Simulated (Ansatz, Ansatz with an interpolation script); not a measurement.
An input for Ansatz 0.2.0 (Rb2NaYF6 (Fm-3m)):

```yaml
crystal:
  lattice:
    - [0.0, 4.4475, 4.4475]
    - [4.4475, 0.0, 4.4475]
    - [4.4475, 4.4475, 0.0]
  atoms:
    - { symbol: Rb, position: [0.25, 0.25, 0.25] }
    - { symbol: Rb, position: [0.75, 0.75, 0.75] }
    - { symbol: Na, position: [0.5, 0.5, 0.5] }
    - { symbol: "Y", position: [0.0, 0.0, 0.0] }
    - { symbol: F, position: [0.756, 0.244, 0.244] }
    - { symbol: F, position: [0.244, 0.756, 0.244] }
    - { symbol: F, position: [0.244, 0.756, 0.756] }
    - { symbol: F, position: [0.756, 0.244, 0.756] }
    - { symbol: F, position: [0.244, 0.244, 0.756] }
    - { symbol: F, position: [0.756, 0.756, 0.244] }
kpoints:
  mp_grid: { grid: [2, 2, 2] }
hamiltonian:
  xc: lda
  pseudopotentials: { kind: paw, azcp: { folder: soft_1 }, xc_functional: pbe }
scf:
  occupations: { method: fixed }
gw:
  n_empty_bands: 733
  ecut_chi: 150.0
  qp_bands: [v24, c6]
  screening: { model: contour_deformation }
```

```sh
ansatz run input.yaml --threads 2 --pin off --max-ram 92160MiB --backend cuda --events-out ev --progress --plain --runs-dir out --devices 1 --max-vram 13GiB
```

How long will it take on 1 × NVIDIA H100 80GB HBM3 (shared by 6 runs) with 2 threads of AMD EPYC 7R13 (Zen 3), shared host, and how much memory?

It took 22 s; on shared hardware allow 11 s to 45 s. Peak host memory was 1.5 GiB. The sizes that set the cost: 3479 plane waves a state, 3 irreducible k points, 773 bands summed, 725 plane waves in the screening and 9 SCF cycles.

The screening grows as filled bands × empty bands × pairs of k points, times the square of the screening basis for the matrix.

[Paths, hosts, dates, memory and timing lines, banners, echoed tables and standing remarks are left out of the program output.]

[Logs are printed without paths, hosts, clocks, repeated set-up lines and the standing remarks that a program may print on its own settings, such as how far it seeks lower states.]

[Runs of the session that timed out or met a known fault of the program may be left out.]

[Hosts, paths, dates, database ids (printed as entryN), source tags and the programs' standing remarks are cut or masked in the printed files.]
